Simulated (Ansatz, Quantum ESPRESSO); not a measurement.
# MoSi2N4, 1 layer: the energy at a withheld member of a series

How the rows were computed: Quantum ESPRESSO 7.5, PBE, GBRV ultrasoft. Cell and atoms are first relaxed; each strained cell is then held and the atoms relax in it. A periodic run with 15 Å of vacuum in the starting cell gives the vacuum levels, and bands follow along a path. The series steps biaxial strain. Energies count from the lowest.

```tsv
biaxial strain	energy (eV)
-4 %	0.5551
-3 %	0.3073
-2 %	0.1351
-1 %	0.0340
0 %	0.0000
1 %	0.0291
2 %	0.1172
3 %	0.2605
```

**Question.** What is the energy at 4 %?

By hand: The rows at 2 % and 3 % give a slope of (0.2605 − (0.1172))/(3 − (2)) = 0.1433, so a straight line gives 0.4038 eV. A parabola through these and the row at 1 % gives 0.4590 eV.

**The withheld run.** 0.4552 eV. The line misses by −0.0514 and the parabola by +0.0038 eV. The parabola does better.

Caveats: Semilocal gaps are too small; the 1×1 cell can't ripple over many cells under compression as a free sheet would. No spin-orbit coupling.

[Logs are printed without paths, hosts, clocks, repeated set-up lines and the standing remarks that a program may print on its own settings, such as how far it seeks lower states.]
